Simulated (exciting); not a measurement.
**Electron–core-hole interaction in the O K spectrum of CeO2**

Aim: the O K absorption edge of CeO2 with the electron–hole interaction treated explicitly, and what each term of the kernel does.

Method: X-ray absorption, core-level Bethe-Salpeter equation, exchange and statically screened direct term, Tamm-Dancoff, all-electron LAPW+lo PBE, in exciting sodium.

This is a report of a sequence of runs, with most program output left out.

## Step 1: Set-up

The structure is cubic, space group Fm-3m (No. 225). The conventional cell has a = 5.407 Å, b = 5.407 Å, c = 5.407 Å, α = 90.00°, β = 90.00°, γ = 90.00°. Nearest to Ce lie 8 O at 2.34 Å. Nearest to O lie 4 Ce at 2.34 Å. Farther neighbours and most contacts between anions are not listed.

Structure file:

```
Ce O
1.0
     0.00000    2.70365    2.70365
     2.70365    0.00000    2.70365
     2.70365    2.70365    0.00000
Ce O
1 2
Direct
  0.00000 0.00000 0.00000
  0.75000 0.75000 0.75000
  0.25000 0.25000 0.25000
```

Differences between curves are given as r.m.s. difference over r.m.s. height.

## Step 2: The self-consistent potential

The species files are the program's own, with muffin-tin radii set in the input.

Contents of input.xml:

```
<input>
  <title>CeO2</title>
  <structure speciespath="." autormt="false" epslat="1.0e-5">
    <crystal>
      <basevect>0.0000000000 5.1091580359 5.1091580359</basevect>
      <basevect>5.1091580359 0.0000000000 5.1091580359</basevect>
      <basevect>5.1091580359 5.1091580359 0.0000000000</basevect>
    </crystal>
    <species speciesfile="Ce.xml" rmt="2.464">
      <atom coord="0.0000000000 0.0000000000 0.0000000000"/>
    </species>
    <species speciesfile="O.xml" rmt="1.828">
      <atom coord="0.7500000000 0.7500000000 0.7500000000"/>
      <atom coord="0.2500000000 0.2500000000 0.2500000000"/>
    </species>
  </structure>
  <groundstate do="fromscratch" xctype="GGA_PBE" ngridk="5 5 5" rgkmax="7" gmaxvr="14" nempty="8" swidth="0.001" maxscl="100" epsengy="1e-5"/>
</input>
```

Launch:

```sh
$ OMP_NUM_THREADS=1 mpirun -n 4 exciting
```

Elapsed: 42 s, on 4 MPI ranks of Intel Xeon Platinum 8259CL at 2.50GHz (Skylake/Cascade Lake), shared host.

The warnings file holds hints only, no warning.

The mesh shows a gap of 2.17 eV. Core levels (Dirac, from the valence top):

| atom | level | energy (eV) |
| --- | --- | --- |
| Ce | 3s1/2 | -1380.3 |
| Ce | 3p1/2 | -1227.9 |
| Ce | 3p3/2 | -1140.1 |
| Ce | 3d3/2 | -873.8 |
| Ce | 3d5/2 | -855.0 |
| Ce | 4s1/2 | -273.8 |
| Ce | 4p1/2 | -217.1 |
| Ce | 4p3/2 | -198.2 |
| Ce | 4d3/2 | -105.2 |
| Ce | 4d5/2 | -101.9 |
| O | 1s1/2 | -503.7 |

## Step 3: A richer basis for the empty states

Each species file gets more local orbitals, built from u and its energy derivative at 0.15 Ha and u at 0.9 Ha.

input.xml is that of step 2.

Contents of SPECIES.xml, added lines:

```
<lo l="L">  <!-- L = 0, 1, 2, and 3 from Cs on -->
  <wf matchingOrder="0" trialEnergy="0.1500" searchE="false"/>
  <wf matchingOrder="1" trialEnergy="0.1500" searchE="false"/>
  <wf matchingOrder="0" trialEnergy="0.9000" searchE="false"/>
</lo>
```

Launch:

```sh
$ OMP_NUM_THREADS=1 mpirun -n 4 exciting
```

It took 48 s on 4 MPI ranks.

Against the first ground state the total energy moves by -15 meV an atom and the gap by 0.01 eV.

## Step 4: Screening, kernels and BSE for O atom 2

The absorber has 4 Ce at 2.34 Å (tetrahedral, site symmetry -43m).

input.xml, as its differences from that of step 3:

```diff
@@ -16,3 +16,20 @@
   </structure>
-  <groundstate do="fromscratch" xctype="GGA_PBE" ngridk="5 5 5" rgkmax="7" gmaxvr="14" nempty="8" swidth="0.001" maxscl="100" epsengy="1e-5"/>
+  <groundstate do="skip" xctype="GGA_PBE" ngridk="5 5 5" rgkmax="7" gmaxvr="14" nempty="8" swidth="0.001" maxscl="100" epsengy="1e-5"/>
+  <xs xstype="BSE" ngridk="5 5 5" ngridq="5 5 5" vkloff="0.097 0.273 0.493" rgkmax="7" nempty="32" gqmax="3" lmaxapwwf="5" lmaxemat="2" broad="0.01654" tevout="true">
+    <energywindow intv="18.147 19.764" points="439"/>
+    <screening screentype="full" nempty="49"/>
+    <BSE xas="true" xasspecies="2" xasatom="1" xasedge="K" bsetype="singlet" nstlxas="1 28"/>
+    <qpointset>
+      <qpoint>0 0 0</qpoint>
+    </qpointset>
+    <plan>
+      <doonly task="xsgeneigvec"/>
+      <doonly task="writepmatxs"/>
+      <doonly task="scrgeneigvec"/>
+      <doonly task="scrwritepmat"/>
+      <doonly task="screen"/>
+      <doonly task="scrcoulint"/>
+      <doonly task="exccoulint"/>
+    </plan>
+  </xs>
 </input>
```

Contents of input.xml for the last start (plan only):

```
  <plan>
    <doonly task="bse"/>
  </plan>
```

Launch:

```sh
$ OMP_NUM_THREADS=1 mpirun -n 4 exciting
$ OMP_NUM_THREADS=4 exciting
```

Run time: 25 min. Hardware: 4 MPI ranks.

Wall time by task: xsgeneigvec 8.7 s, writepmatxs 13 s, scrgeneigvec 6 s, scrwritepmat 5.1 s, screen 100 s, scrcoulint 10 min, exccoulint 8.7 min, bse 3.8 min.

The O K spectrum of O atom 2 (energy from the Kohn–Sham onset, core level to the lowest empty state found on the meshes used, 505.78 eV; the shifted mesh sets it, since it comes nearer the band minimum than the ground-state mesh; Im ε scaled to the maximum of the singlet run; cut below the end of the band set):

| E (eV) | Im ε |
| --- | --- |
| -4.5 | 0.02 |
| -4.0 | 0.02 |
| -3.5 | 0.03 |
| -3.0 | 0.04 |
| -2.5 | 0.06 |
| -2.0 | 0.10 |
| -1.5 | 0.19 |
| -1.0 | 0.49 |
| -0.5 | 1.00 |
| 0.0 | 0.64 |
| 0.5 | 0.33 |
| 1.0 | 0.18 |
| 1.5 | 0.13 |
| 2.0 | 0.13 |
| 2.5 | 0.20 |
| 3.0 | 0.46 |
| 3.5 | 0.65 |
| 4.0 | 0.39 |
| 4.5 | 0.25 |
| 5.0 | 0.21 |
| 5.5 | 0.20 |
| 6.0 | 0.26 |
| 6.5 | 0.43 |
| 7.0 | 0.61 |
| 7.5 | 0.76 |
| 8.0 | 0.76 |
| 8.5 | 0.65 |
| 9.0 | 0.45 |
| 9.5 | 0.30 |
| 10.0 | 0.20 |
| 10.5 | 0.14 |
| 11.0 | 0.12 |
| 11.5 | 0.12 |
| 12.0 | 0.16 |
| 12.5 | 0.26 |
| 13.0 | 0.36 |
| 13.5 | 0.38 |
| 14.0 | 0.37 |
| 14.5 | 0.33 |
| 15.0 | 0.29 |
| 15.5 | 0.26 |
| 16.0 | 0.23 |
| 16.5 | 0.22 |
| 17.0 | 0.22 |
| 17.5 | 0.21 |
| 18.0 | 0.19 |
| 18.5 | 0.16 |
| 19.0 | 0.15 |
| 19.5 | 0.16 |
| 20.0 | 0.16 |
| 20.5 | 0.15 |
| 21.0 | 0.16 |
| 21.5 | 0.19 |
| 22.0 | 0.23 |
| 22.5 | 0.27 |
| 23.0 | 0.31 |
| 23.5 | 0.28 |
| 24.0 | 0.22 |
| 24.5 | 0.18 |
| 25.0 | 0.14 |
| 25.5 | 0.12 |
| 26.0 | 0.10 |
| 26.5 | 0.10 |
| 27.0 | 0.10 |
| 27.5 | 0.11 |

Maxima (height): -0.5 eV (1.00), 3.4 eV (0.69), 7.7 eV (0.77), 13.7 eV (0.38) and 23.0 eV (0.31).

The Hamiltonian has 7000 rows. The lowest groups of eigenvalues and the brightest ones, on the scale above. Core spinors bring spin-forbidden partners, so dark means forbidden by spin or by symmetry, and the shifted mesh splits states that symmetry would keep together:

| energy (eV) | states within 10 meV | relative strength |
| --- | --- | --- |
| -0.680 | 6 | 0.17 |
| -0.646 | 4 | dark |
| -0.606 | 8 | dark |
| -0.554 | 3 | dark |
| -0.543 | 5 | 0.75 |
| -0.514 | 9 | dark |
| -0.503 | 3 | 1.00 |
| 3.291 | 2 | 0.33 |
| 3.306 | 2 | 0.38 |
| 3.320 | 1 | 0.40 |
| 3.514 | 2 | 0.11 |

## Step 5: Independent particles

input.xml, as its differences from that of step 4:

```diff
@@ -20,3 +20,3 @@
     <screening screentype="full" nempty="49"/>
-    <BSE xas="true" xasspecies="2" xasatom="1" xasedge="K" bsetype="singlet" nstlxas="1 28"/>
+    <BSE xas="true" xasspecies="2" xasatom="1" xasedge="K" bsetype="IP" nstlxas="1 28"/>
     <qpointset>
@@ -25,9 +25,3 @@
     <plan>
-      <doonly task="xsgeneigvec"/>
-      <doonly task="writepmatxs"/>
-      <doonly task="scrgeneigvec"/>
-      <doonly task="scrwritepmat"/>
-      <doonly task="screen"/>
-      <doonly task="scrcoulint"/>
-      <doonly task="exccoulint"/>
+      <doonly task="bse"/>
     </plan>
```

Launch:

```sh
$ OMP_NUM_THREADS=4 exciting
```

Run time: 3 s. Hardware: 4 threads.

Maxima (height): 0.8 eV (0.67), 4.3 eV (0.49), 9.3 eV (0.82), 15.1 eV (0.40) and 23.8 eV (0.38). The spectrum differs from the singlet run by 66 % r.m.s. Moving the earlier curve by +1.2 eV leaves 23 %. The highest maximum lies at 9.3 eV (0.82), against -0.5 eV (1.00).

## Step 6: Exchange alone

input.xml, as its differences from that of step 5:

```diff
@@ -20,3 +20,3 @@
     <screening screentype="full" nempty="49"/>
-    <BSE xas="true" xasspecies="2" xasatom="1" xasedge="K" bsetype="IP" nstlxas="1 28"/>
+    <BSE xas="true" xasspecies="2" xasatom="1" xasedge="K" bsetype="RPA" nstlxas="1 28"/>
     <qpointset>
```

Launch:

```sh
$ OMP_NUM_THREADS=4 exciting
```

Run time: 3.8 min. Hardware: 4 threads.

Maxima (height): 0.8 eV (0.66), 4.4 eV (0.48), 9.4 eV (0.82), 15.1 eV (0.40) and 23.8 eV (0.39). The spectrum differs from the independent-particle run by 3 % r.m.s.

## Step 7: Ground state with other settings

In this try the input is made faulty on purpose, to show what that does.

Contents of input.xml:

```
<input>
  <title>CeO2</title>
  <structure speciespath="." autormt="false" epslat="1.0e-5">
    <crystal>
      <basevect>0.0000000000 5.1091580359 5.1091580359</basevect>
      <basevect>5.1091580359 0.0000000000 5.1091580359</basevect>
      <basevect>5.1091580359 5.1091580359 0.0000000000</basevect>
    </crystal>
    <species speciesfile="Ce.xml" rmt="2.464">
      <atom coord="0.0000000000 0.0000000000 0.0000000000"/>
    </species>
    <species speciesfile="O.xml" rmt="1.828">
      <atom coord="0.7500000000 0.7500000000 0.7500000000"/>
      <atom coord="0.2500000000 0.2500000000 0.2500000000"/>
    </species>
  </structure>
  <groundstate do="fromscratch" xctype="GGA_PBE" ngridk="5 5 5" rgkmax="7" gmaxvr="14" nempty="8" swidth="0.001" maxscl="3" epsengy="1e-5"/>
</input>
```

SPECIES.xml, added lines is that of step 3.

Launch:

```sh
$ OMP_NUM_THREADS=1 mpirun -n 4 exciting
```

The job ended after 10 s (4 MPI ranks).

The fault put into the input: the self-consistent loop is cut at three steps.

## Step 8: From independent particles to the full kernel

| level | curve passes 0.15 (eV) | highest maximum (eV) | its height |
| --- | --- | --- | --- |
| IP | -0.4 | 9.3 | 0.82 |
| RPA | -0.3 | 9.4 | 0.82 |
| singlet | -1.7 | -0.5 | 1.00 |

| E (eV) | IP | RPA | singlet |
| --- | --- | --- | --- |
| -4.0 | 0.01 | 0.01 | 0.02 |
| -3.0 | 0.02 | 0.02 | 0.04 |
| -2.0 | 0.03 | 0.03 | 0.10 |
| -1.0 | 0.07 | 0.06 | 0.49 |
| 0.0 | 0.28 | 0.26 | 0.64 |
| 1.0 | 0.59 | 0.58 | 0.18 |
| 2.0 | 0.14 | 0.14 | 0.13 |
| 3.0 | 0.11 | 0.11 | 0.46 |
| 4.0 | 0.41 | 0.39 | 0.39 |
| 5.0 | 0.32 | 0.32 | 0.21 |
| 6.0 | 0.17 | 0.17 | 0.26 |
| 7.0 | 0.24 | 0.23 | 0.61 |
| 8.0 | 0.43 | 0.41 | 0.76 |
| 9.0 | 0.78 | 0.76 | 0.45 |
| 10.0 | 0.61 | 0.64 | 0.20 |
| 11.0 | 0.21 | 0.21 | 0.12 |
| 12.0 | 0.13 | 0.13 | 0.16 |
| 13.0 | 0.21 | 0.20 | 0.36 |
| 14.0 | 0.37 | 0.36 | 0.37 |
| 15.0 | 0.40 | 0.40 | 0.29 |
| 16.0 | 0.33 | 0.34 | 0.23 |
| 17.0 | 0.27 | 0.28 | 0.22 |
| 18.0 | 0.27 | 0.27 | 0.19 |
| 19.0 | 0.21 | 0.21 | 0.15 |
| 20.0 | 0.20 | 0.20 | 0.16 |
| 21.0 | 0.17 | 0.17 | 0.16 |
| 22.0 | 0.21 | 0.21 | 0.23 |
| 23.0 | 0.30 | 0.30 | 0.31 |
| 24.0 | 0.37 | 0.38 | 0.22 |
| 25.0 | 0.26 | 0.27 | 0.14 |
| 26.0 | 0.16 | 0.16 | 0.10 |
| 27.0 | 0.13 | 0.13 | 0.10 |

## Step 9: Summary of results

```
absorber and edge   : O K, atom 2
surroundings        : 4 Ce at 2.34 Å (tetrahedral, site symmetry -43m)
first bright state  : -0.68 eV from the Kohn–Sham onset, on this mesh
highest maximum     : -0.5 eV
cost of the BSE run : 25 min on 4 MPI ranks of Intel Xeon Platinum 8259CL at 2.50GHz (Skylake/Cascade Lake), shared host; the last task ran on as many threads
```

Is a core exciton bound? Yes on this mesh: the first bright state (over 5 % of the brightest) lies at -0.68 eV from the Kohn–Sham onset. Exchange alone changes the independent-particle spectrum by 3 % r.m.s. With 125 k points the binding energies are rough. The kernel cutoff is low for a compact core orbital, so the effect of exchange is a lower bound. The zero comes from the shifted mesh, which comes near the band minimum without meeting it. The Kohn–Sham onset, 506 eV, is no photon energy: the scale needs a rigid shift. Bands and screening come from semilocal DFT, whose small gap overscreens. Vibrations and energy-dependent lifetimes are left out. The structure is a published determination, not relaxed.

[Logs are printed without paths, hosts, clocks, repeated set-up lines and the standing remarks that a program may print on its own settings, such as how far it seeks lower states.]

[Hosts, paths, dates, database ids (printed as entryN), source tags and the programs' standing remarks are cut or masked in the printed files.]
